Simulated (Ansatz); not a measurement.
**Sn3PbS4, from a guessed structure to a relaxed one**

Starting from a made-up structure for Sn3PbS4, the aim is the relaxed cell, its shortest contacts and, where a second run follows, its electronic structure.

Main program and level: Ansatz 0.2.0; DFT, r2SCAN, plane-wave PAW, files of the set soft_1, scalar-relativistic, no spin, cell and ions relaxed at zero pressure; PAW set soft_1, in the first sound run; inputs show where later runs differ.

**1. The structure**

The structure is monoclinic, space group Pm (No. 6). The conventional cell has a = 4.388 Å, b = 4.201 Å, c = 11.469 Å, α = 90.00°, β = 90.74°, γ = 90.00°. Nearest to Pb lie 5 S at 3.04 to 3.12 Å. Nearest to Sn lie 3 S at 2.54 to 2.72 Å. Sn has 3 S at 2.50 to 2.67 Å nearest. Nearest to Sn lie 4 S at 2.70 to 2.94 Å. S has 1 Sn at 2.54 Å and 4 Pb at 3.04 to 3.12 Å nearest. Nearest to S lie 3 Sn at 2.50 to 2.70 Å. Farther neighbours and most contacts between anions are not listed.

**2. Relaxation of the guess**

The guessed cell has no reason to be at equilibrium. It is relaxed with the atoms, within the space group of the guess.

The input, input.yaml:

```yaml
crystal:
  lattice:
    - [4.388, 0.0, 0.0]
    - [0.0, 4.201, 0.0]
    - [-0.148123023, 0.0, 11.46804345]
  atoms:
    - { symbol: Pb, position: [0.4123, 0.5, 0.3867] }
    - { symbol: Sn, position: [0.8597, 0.0, 0.1231] }
    - { symbol: Sn, position: [0.6352, 0.0, 0.643] }
    - { symbol: Sn, position: [0.1411, 0.5, 0.8918] }
    - { symbol: S, position: [0.9236, 0.0, 0.3434] }
    - { symbol: S, position: [0.5162, 0.0, 0.8559] }
    - { symbol: S, position: [0.0098, 0.5, 0.6466] }
    - { symbol: S, position: [0.4661, 0.5, 0.1178] }
kpoints:
  mp_grid: { grid: [6, 6, 3] }
scf:
  occupations: { method: fermi_dirac, width: 0.05 }
hamiltonian:
  xc: r2scan
  pseudopotentials: { kind: paw, azcp: { folder: soft_1 } }
relax:
  f_tol: 0.015
  max_steps: 70
  cell: {}
output:
  forces: true
  stress: true
```

On the command line:

```sh
ansatz run input.yaml --threads 4 --pin off --max-ram 10240MiB --backend cpu --events-out ev --progress --plain --runs-dir out
```

Numbers of over 12 decimals in the logs are rounded to 6 here.

Log:

```text
Engine: ansatz 0.2.0, x86_64-unknown-linux-gnu
Pseudopotentials: kind: paw
Pseudopotential: Pb, paw, valence charge 14, recommended cutoff 500 eV (meta_gga), soft_1/Pb.paw.azcp
Pseudopotential: Sn, paw, valence charge 14, recommended cutoff 500 eV (meta_gga), soft_1/Sn.paw.azcp
Pseudopotential: S, paw, valence charge 6, recommended cutoff 500 eV (meta_gga), soft_1/S.paw.azcp
Functional definition: r2SCAN
  parameter k0 = 0.174
  parameter k1 = 0.065
  parameter a1 = 4.9479
  exchange = r2scan_x(k0 = k0, k1 = k1, a1 = a1)
  correlation = r2scan_c
Crystal: 8 atoms, lattice volume = 211.402 Å³
Basis set: ecut = 500 eV, 5339 PW (Γ), exchange–correlation on 144×128×360 points (64 copies of the dense FFT grid, shifted against one another)
Bands: 48, of which v1, the nominal top of the filled ones, is band 40 counted from 1 (39 counted from 0)
Symmetry: 2 space group operations
Space group: Pm (ITA 6), of the structure as read, at distance tolerance 6.0e-5 Å
k-points: 40 of 108 (time reversal used)
Non-local potential: Pb, projectors of the file, l = 0: 2, l = 1: 2, l = 2: 2, l = 3: 1
Non-local potential: Sn, projectors of the file, l = 0: 2, l = 1: 2, l = 2: 2, l = 3: 1
Non-local potential: S, projectors of the file, l = 0: 2, l = 1: 2, l = 2: 1
PAW form: soft (Blöchl's): semilocal exchange-correlation on the pseudo side does not see the compensation charge
PAW frozen core: Pb, regenerated for the run's functional (the file was generated under x = pbe(κ = 0.804, μ = 0.219515), c = pbe(β = 0.066725))
PAW frozen core: Sn, regenerated for the run's functional (the file was generated under x = pbe(κ = 0.804, μ = 0.219515), c = pbe(β = 0.066725))
PAW frozen core: S, regenerated for the run's functional (the file was generated under x = pbe(κ = 0.804, μ = 0.219515), c = pbe(β = 0.066725))
PAW one-centre angular grid: Pb, 590 points (default); XC on 160 Gauss nodes
PAW one-centre angular grid: Sn, 590 points (default); XC on 160 Gauss nodes
PAW one-centre angular grid: S, 302 points (default); XC on 160 Gauss nodes
Initial density: superposition of atomic densities (chi_scale 0.1, normalization cell, long waves kept (reshape's long-wave potential 0.61 eV rms))
Initial wavefunctions: pseudopotential atomic-orbital guess
Functional: x = r2scan, c = r2scan; τ floored in thin density (d = 2e-4 eV/Å³)
SCF iter   1: F=—  HF=-33667.545702 eV  |F-HF|=—  |Δ(HF+E_count)|=         —  Δρ=2.91e-2  dr2=8.14e0  dr2_τ=5.78e-2  ethr=3.10e-3  ⟨swp⟩=8.0  Hψ=9046  notcnv=0
preconditioner: auto → Resta (q_TF=auto, 2.320 Å⁻¹)  ε∞=4.0  [insulator: Δε(μ)=0.874 eV  Ē_g=10.460 eV  σ=0.050 eV  W_gap=1.00  n_scr=48 (ndim 8)  ℏωp=18.1 eV  f_vac=0.000  D(μ)=0.00/eV (n_scr^D=0)  ε∞_Penn≈4.0]
SCF iter   2: F=—  HF=-33666.202313 eV  |F-HF|=—  |Δ(HF+E_count)|=    1.34e0  Δρ=1.60e-2  dr2=1.03e0  dr2_τ=1.82e-2  ethr=3.10e-3  ⟨swp⟩=4.2  Hψ=4260  notcnv=0  defer=80
SCF iter   3: F=—  HF=-33666.105841 eV  |F-HF|=—  |Δ(HF+E_count)|=   9.65e-2  Δρ=6.58e-3  dr2=1.32e-1  dr2_τ=4.71e-3  ethr=1.29e-3  ⟨swp⟩=3.6  Hψ=3145  notcnv=0  defer=76
SCF iter   4: F=—  HF=-33666.114567 eV  |F-HF|=—  |Δ(HF+E_count)|=   8.73e-3  Δρ=1.73e-3  dr2=9.85e-3  dr2_τ=6.12e-4  ethr=1.66e-4  ⟨swp⟩=4.2  Hψ=3170  notcnv=0  defer=73
SCF iter   5: F=—  HF=-33666.116819 eV  |F-HF|=—  |Δ(HF+E_count)|=   2.25e-3  Δρ=4.84e-4  dr2=7.12e-4  dr2_τ=3.55e-5  ethr=1.23e-5  ⟨swp⟩=2.3  Hψ=2820  notcnv=0  defer=65
SCF iter   6: F=—  HF=-33666.117087 eV  |F-HF|=—  |Δ(HF+E_count)|=   2.68e-4  Δρ=1.55e-4  dr2=8.72e-5  dr2_τ=6.32e-6  ethr=8.90e-7  ⟨swp⟩=2.1  Hψ=2727  notcnv=0  defer=65
SCF iter   7: F=—  HF=-33666.117162 eV  |F-HF|=—  |Δ(HF+E_count)|=   7.46e-5  Δρ=4.98e-5  dr2=8.27e-6  dr2_τ=4.53e-7  ethr=1.09e-7  ⟨swp⟩=2.0  Hψ=2627  notcnv=0  defer=65
SCF iter   8: F=—  HF=-33666.117164 eV  |F-HF|=—  |Δ(HF+E_count)|=   1.94e-6  Δρ=1.13e-5  dr2=3.45e-7  dr2_τ=2.54e-8  ethr=1.03e-8  ⟨swp⟩=2.0  Hψ=2528  notcnv=0  defer=65
SCF iter   9: F=-33666.117164 eV  HF=-33666.117164 eV  |F-HF|=8.47e-9  |Δ(HF+E_count)|=   1.72e-7  Δρ=3.44e-6  dr2=3.00e-8  dr2_τ=1.54e-9  ethr=1.25e-10  ⟨swp⟩=5.9  Hψ=7918  notcnv=0
SCF 1 converged in 9 iterations: F = -33666.117164 eV  dr2 = 3.00e-8
  greatest PAW one-centre occupation: 0.992 electrons in one spin orbital (limit 2), on the Sn atom at site 3 (counted from 0), in its partial waves of l = 2
relax step   1: F+E_penalty+E_count = -33666.11716411 eV  Δ(F+E_penalty+E_count) = +0.000e0 eV  max|allowed force component| = 8.837e-1 eV/Å  Δτ_max = 0.0000 Å  P = -1.948 GPa  Ω = 211.402 Å³  (9 SCF iters, dr2 threshold 1.00e-7 eV, accepted)
Crystal: 8 atoms, lattice volume = 199.942 Å³
Basis set: ecut = 500 eV, 5077 PW (Γ), exchange–correlation on 144×128×360 points (64 copies of the dense FFT grid, shifted against one another)
Initial density: handed on by an earlier stage of this run
Initial wavefunctions: those handed on with the density
iter 1 solved again at ethr=1.25e-4 eV; its pass at ethr=3.10e-3 eV (dr2=1.00e-1 eV) is discarded
SCF iter   1: F=—  HF=-33666.069036 eV  |F-HF|=—  |Δ(HF+E_count)|=         —  Δρ=6.32e-3  dr2=1.05e-1  dr2_τ=4.99e-1  ethr=1.25e-4  ⟨swp⟩=2.5  Hψ=10847  notcnv=0
automatic band count: iteration 1 solves 47 bands in place of 48: the levels show a gap, and the empty bands left out lie too high to hold charge; the band table lists the bands solved (type scf.n_extra_bands for more)
preconditioner: auto → Resta (q_TF=auto, 2.342 Å⁻¹)  ε∞=3.1  [insulator: Δε(μ)=0.811 eV  Ē_g=16.196 eV  σ=0.050 eV  W_gap=1.00  n_scr=48 (ndim 8)  ℏωp=23.5 eV  f_vac=0.000  D(μ)=0.00/eV (n_scr^D=0)  ε∞_Penn≈3.1]
SCF iter   2: F=—  HF=-33666.398555 eV  |F-HF|=—  |Δ(HF+E_count)|=   3.30e-1  Δρ=3.26e-3  dr2=2.20e-2  dr2_τ=6.49e-4  ethr=1.25e-4  ⟨swp⟩=3.8  Hψ=4231  notcnv=0
SCF iter   3: F=—  HF=-33666.401353 eV  |F-HF|=—  |Δ(HF+E_count)|=   2.80e-3  Δρ=1.40e-3  dr2=4.20e-3  dr2_τ=1.27e-4  ethr=2.74e-5  ⟨swp⟩=2.5  Hψ=3041  notcnv=0  defer=9
SCF iter   4: F=—  HF=-33666.402723 eV  |F-HF|=—  |Δ(HF+E_count)|=   1.37e-3  Δρ=3.59e-4  dr2=6.78e-4  dr2_τ=3.01e-5  ethr=5.26e-6  ⟨swp⟩=2.1  Hψ=2527  notcnv=0  defer=9
SCF iter   5: F=—  HF=-33666.402823 eV  |F-HF|=—  |Δ(HF+E_count)|=   1.00e-4  Δρ=1.29e-4  dr2=5.17e-5  dr2_τ=2.43e-6  ethr=8.47e-7  ⟨swp⟩=2.2  Hψ=2473  notcnv=0  defer=9
SCF iter   6: F=—  HF=-33666.402847 eV  |F-HF|=—  |Δ(HF+E_count)|=   2.36e-5  Δρ=4.43e-5  dr2=4.21e-6  dr2_τ=2.48e-7  ethr=6.46e-8  ⟨swp⟩=2.0  Hψ=2545  notcnv=0  defer=13
SCF iter   7: F=-33666.402849 eV  HF=-33666.402849 eV  |F-HF|=9.90e-8  |Δ(HF+E_count)|=   2.88e-6  Δρ=1.04e-5  dr2=4.04e-7  dr2_τ=1.09e-8  ethr=1.00e-9  ⟨swp⟩=6.0  Hψ=8255  notcnv=0
[...]
SCF 3 converged in 8 iterations: F = -33666.471053 eV  dr2 = 3.03e-7
  greatest PAW one-centre occupation: 0.991 electrons in one spin orbital (limit 2), on the Sn atom at site 3 (counted from 0), in its partial waves of l = 2
relax step   3: F+E_penalty+E_count = -33666.47105303 eV  Δ(F+E_penalty+E_count) = -6.820e-2 eV  max|allowed force component| = 2.035e-1 eV/Å  Δτ_max = 0.1218 Å  P = +0.518 GPa  Ω = 201.395 Å³  energy of the carried Pulay correction = +7.876e-4 eV  (8 SCF iters, dr2 threshold 8.00e-7 eV, accepted)
[...]
relax step   4: F+E_penalty+E_count = -33666.47992680 eV  Δ(F+E_penalty+E_count) = -8.874e-3 eV  max|allowed force component| = 3.309e-1 eV/Å  Δτ_max = 0.1862 Å  P = +0.299 GPa  Ω = 203.308 Å³  energy of the carried Pulay correction = +6.341e-4 eV  (8 SCF iters, dr2 threshold 8.00e-7 eV, accepted)
[...]
relax step   5: F+E_penalty+E_count = -33666.50430528 eV  Δ(F+E_penalty+E_count) = -2.438e-2 eV  max|allowed force component| = 1.472e-1 eV/Å  Δτ_max = 0.1261 Å  P = +0.374 GPa  Ω = 205.096 Å³  energy of the carried Pulay correction = +4.919e-4 eV  (7 SCF iters, dr2 threshold 8.00e-7 eV, accepted)
[...]
relax step   6: F+E_penalty+E_count = -33666.51068857 eV  Δ(F+E_penalty+E_count) = -6.383e-3 eV  max|allowed force component| = 5.750e-2 eV/Å  Δτ_max = 0.0353 Å  P = -0.129 GPa  Ω = 207.045 Å³  energy of the carried Pulay correction = +3.383e-4 eV  (7 SCF iters, dr2 threshold 8.00e-7 eV, accepted)
[...]
relax step   7: F+E_penalty+E_count = -33666.51131396 eV  Δ(F+E_penalty+E_count) = -6.254e-4 eV  max|allowed force component| = 3.362e-2 eV/Å  Δτ_max = 0.0263 Å  P = +0.046 GPa  Ω = 206.873 Å³  energy of the carried Pulay correction = +3.517e-4 eV  (7 SCF iters, dr2 threshold 2.07e-7 eV, accepted)
[...]
relax step   8: F+E_penalty+E_count = -33666.51214087 eV  Δ(F+E_penalty+E_count) = -8.269e-4 eV  max|allowed force component| = 1.131e-2 eV/Å  Δτ_max = 0.0108 Å  P = +0.012 GPa  Ω = 206.767 Å³  energy of the carried Pulay correction = +3.601e-4 eV  (7 SCF iters, dr2 threshold 7.06e-8 eV, accepted)
[...]
relax step   9: F+E_penalty+E_count = -33666.51219169 eV  Δ(F+E_penalty+E_count) = -5.082e-5 eV  max|allowed force component| = 2.812e-3 eV/Å  Δτ_max = 0.0035 Å  P = +0.001 GPa  Ω = 206.782 Å³  energy of the carried Pulay correction = +3.589e-4 eV  (7 SCF iters, dr2 threshold 6.69e-9 eV, accepted)
Basis set: ecut = 500 eV, 5265 PW (Γ), exchange–correlation on 144×120×360 points (64 copies of the dense FFT grid, shifted against one another)
Initial wavefunctions: pseudopotential atomic-orbital guess (no wavefunctions were taken with the density)
iter 1 solved again at ethr=1.14e-6 eV; its pass at ethr=3.10e-3 eV (dr2=9.14e-4 eV) is discarded
SCF iter   1: F=—  HF=-33666.511939 eV  |F-HF|=—  |Δ(HF+E_count)|=         —  Δρ=5.45e-5  dr2=2.35e-7  dr2_τ=1.05e-6  ethr=1.14e-6  ⟨swp⟩=4.1  Hψ=14171  notcnv=0
eigensolver tolerance schedule: the retry pair's looser diagonalisation over-reported the residual by 3879.41 of it (diagonalisation noise at an unbounded share of the residual, at the tolerance the schedule requests for it); recorded, not acted on — ethr = c·dr2/N_el stays at c = 1.0e-1
preconditioner: auto → Resta (q_TF=auto, 2.329 Å⁻¹)  ε∞=3.0  [insulator: Δε(μ)=1.064 eV  Ē_g=16.375 eV  σ=0.050 eV  W_gap=1.00  n_scr=48 (ndim 8)  ℏωp=23.1 eV  f_vac=0.000  D(μ)=0.00/eV (n_scr^D=0)  ε∞_Penn≈3.0]
SCF iter   2: F=—  HF=-33666.511976 eV  |F-HF|=—  |Δ(HF+E_count)|=   3.64e-5  Δρ=2.77e-5  dr2=6.37e-8  dr2_τ=4.31e-7  ethr=2.94e-10  ⟨swp⟩=3.5  Hψ=4518  notcnv=0
SCF iter   3: F=—  HF=-33666.511984 eV  |F-HF|=—  |Δ(HF+E_count)|=   8.55e-6  Δρ=4.81e-6  dr2=4.96e-9  dr2_τ=1.17e-8  ethr=7.96e-11  ⟨swp⟩=2.0  Hψ=3374  notcnv=0
SCF iter   4: F=—  HF=-33666.511984 eV  |F-HF|=—  |Δ(HF+E_count)|=   2.30e-7  Δρ=6.59e-7  dr2=5.92e-10  dr2_τ=8.60e-11  ethr=6.19e-12  ⟨swp⟩=2.0  Hψ=3518  notcnv=0
SCF iter   5: F=-33666.511984 eV  HF=-33666.511984 eV  |F-HF|=1.46e-11  |Δ(HF+E_count)|=  7.86e-10  Δρ=1.41e-7  dr2=4.12e-11  dr2_τ=3.71e-12  ethr=1.00e-12  ⟨swp⟩=4.2  Hψ=9281  notcnv=0
SCF 10 converged in 5 iterations: F = -33666.511984 eV  dr2 = 4.12e-11
relax step  10: F+E_penalty+E_count = -33666.51198435 eV  Δ(F+E_penalty+E_count) = +2.073e-4 eV  max|allowed force component| = 2.829e-3 eV/Å  Δτ_max = 0.0000 Å  P = +0.001 GPa  Ω = 206.782 Å³  stress off target by 4.78e-3 GPa  SCF on the basis re-selected at this cell (its energy is not comparable with the rows above)  (5 SCF iters)
basis re-selected at this cell: Δ(F+E_penalty+E_count) = +2.073e-4 eV, ΔP = -0.001 GPa vs the last step (what re-selecting the basis moved, of the pressure what is left beyond the Pulay correction that the steps carried, after the strain that the cell walked since its last selection, with what the two solves' SCF thresholds leave and, on support functions, any second-order correction that the steps lacked; it is no measure of the basis error at this ecutwfc). The dense FFT grid was sized anew with the basis: this SCF ran on 36×30×90 points, the steps before it on 36×32×90, so part of this shift can come from that change (see relax.cell in the input reference). [rest of the remark cut]
SCF converged after 5 iterations
Free energy (F): -33666.511984 eV
Harris-Foulkes:  -33666.511984 eV  (|F-HF|=1.46e-11)
Internal energy: -33666.511983 eV  (E = F + TS)
E sigma→0 (E₀):  -33666.511984 eV
Entropy (-TS):   -0.000001 eV (-0.000 meV/atom)
Fermi energy:    8.159530 eV
--- Per-component energies (eV) ---
  E_band       = -449.018248
  E_kinetic    = 1208.497585
  E_local      = -5129.367720  (includes V_loc(G=0)·N_el)
  E_nonlocal   = 876.951583
  E_hartree    = 2310.634602
  E_xc         = -874.692977
  E_vxc        = -760.691980  (∫ρ·V_xc dr)
  E_paw        = -26067.504040  (= ΣΔE_a)
  E_vpaw       = -1309.763718  (= ΣTr[D̂ρ^β])
  E_aug_tail   = 0.000280  (compensation charges beyond the density's cutoff)
  E_vtau       = 44.086478  (kinetic-family band-sum trace: ∫τ·v_τ [+ j·A + Jᵃ·Aᵃ] dr)
  E_ewald      = -5993.763496
  E_core_change = 2.732199  (= ΣΔE_core)
  E_smearing   = -0.000001  (= −TS)
  E_closure    = 0.000000  (closes the sum)
  Σ components = -33666.511984   (vs F -33666.511984, Δ=0.00e0)
--- Forces (eV/Å), atoms counted from 1 ---
  atom   1  Pb     0.00017113     0.00000000     0.00067963
  atom   2  Sn    -0.00017896     0.00000000    -0.00114978
  atom   3  Sn     0.00017399    -0.00000000    -0.00283119
  atom   4  Sn     0.00078520    -0.00000000     0.00187778
  atom   5  S     -0.00191588    -0.00000000    -0.00137104
  atom   6  S     -0.00089860     0.00000000     0.00109153
  atom   7  S      0.00017476     0.00000000     0.00068655
  atom   8  S      0.00167587    -0.00000000     0.00099539
  max |Σ_I F_I| component: 2.11e-5 eV/Å
--- Stress (GPa, compression-positive) ---
       -0.000456      -0.000000       0.000645
       -0.000000      -0.002688       0.000000
        0.000645       0.000000       0.004705
  P = ⅓ Tr σ = 0.0005 GPa (0.005 kbar)
--- Relaxed structure (9 steps of the walk, 9 accepted, 1 SCFs on fresh bases) ---
  F+E_penalty+E_count = -33666.51198435 eV   max|allowed force component| = 2.829e-3 eV/Å   (the final SCF, on the basis selected at the relaxed cell)
  cell:  # Å, volume = 206.7818 Å³
    - [4.496150, 2.2365563428803062e-17, 0.043416]
    - [2.1412427521513586e-17, 4.008134, 0]
    - [-0.038306, -7.549805984897055e-19, 11.474011]
  atoms:
    - { symbol: Pb, position: [0.368895, 0.500000, 0.379184] }
    - { symbol: Sn, position: [0.863213, 0, 0.121228] }
    - { symbol: Sn, position: [0.636545, 0, 0.629097] }
    - { symbol: Sn, position: [0.134718, 0.500000, 0.884943] }
    - { symbol: S, position: [0.952687, 0, 0.345387] }
    - { symbol: S, position: [0.513729, 0, 0.849880] }
    - { symbol: S, position: [0.011879, 0.500000, 0.656148] }
    - { symbol: S, position: [0.482334, 0.500000, 0.142432] }
```

Run time: 2.1 min. Hardware: 4 threads of Intel Xeon at 2.60GHz (Ice Lake), shared host; peak memory 1.2 GiB.

The steps of the relaxation:

| step | energy less that of the first step (eV) | largest force component (eV/Å) | pressure (GPa) | volume (Å³) |
| --- | --- | --- | --- | --- |
| 1 | 0.0000 | 0.8837 | -1.95 | 211.40 |
| 2 | -0.2857 | 0.3367 | 0.05 | 199.94 |
| 3 | -0.3539 | 0.2035 | 0.52 | 201.40 |
| 4 | -0.3628 | 0.3309 | 0.30 | 203.31 |
| 5 | -0.3871 | 0.1472 | 0.37 | 205.10 |
| 6 | -0.3935 | 0.0575 | -0.13 | 207.04 |
| 7 | -0.3942 | 0.0336 | 0.05 | 206.87 |
| 8 | -0.3950 | 0.0113 | 0.01 | 206.77 |
| 9 | -0.3950 | 0.0028 | 0.00 | 206.78 |
| 10* | -0.3948 | 0.0028 | 0.00 | 206.78 |

Relaxation steps marked * repeat the geometry before them on a plane-wave basis chosen anew for their cell, so energy and pressure can jump there.

Forces are held to the 2 operations that the run works with; a distortion that breaks them can't arise in this run.

| cell as run | before | after | change |
| --- | --- | --- | --- |
| a (Å) | 4.388 | 4.496 | +2.5 % |
| b (Å) | 4.201 | 4.008 | -4.6 % |
| c (Å) | 11.469 | 11.474 | +0.0 % |
| β (°) | 90.74 | 89.64 | -1.2 % |
| volume (Å³/atom) | 26.43 | 25.85 | -2.2 % |

The atoms that moved most (Å, as changes of fractional coordinates times the final cell):

```
atom      dx     dy      dz  length
  S8   0.072  0.000   0.283   0.292
 Pb1  -0.195  0.000  -0.088   0.214
 Sn3   0.007  0.000  -0.159   0.160
  S5   0.131  0.000   0.024   0.133
  S7   0.009  0.000   0.110   0.110
 Sn4  -0.028  0.000  -0.079   0.084
  S6  -0.011  0.000  -0.069   0.070
 Sn2   0.016  0.000  -0.021   0.027
```

Numbers from this step:

- free energy: -33666.5120 eV
- Fermi energy: 8.160 eV
- gap by band count: 1.064 eV
- electrons: 80
- symmetry operations: 2
- pressure: 5.20e-4 GPa

The shortest distance of each pair, which need not be the same contact before and after:

```
 pair  guess (Å)  relaxed (Å)
 S–Sn      2.504        2.589
 Pb–S      3.038        2.761
Sn–Sn      3.614        3.580
Pb–Sn      3.733        3.706
  S–S      3.674        3.730
```

The relaxation ends with a largest force component of 0.0028 eV/Å and a pressure of 0.00 GPa.

(Part 1 of 2 ends here.)

[Logs are printed without paths, hosts, clocks, repeated set-up lines and the standing remarks that a program may print on its own settings, such as how far it seeks lower states.]

[Hosts, paths, dates, database ids (printed as entryN), source tags and the programs' standing remarks are cut or masked in the printed files.]
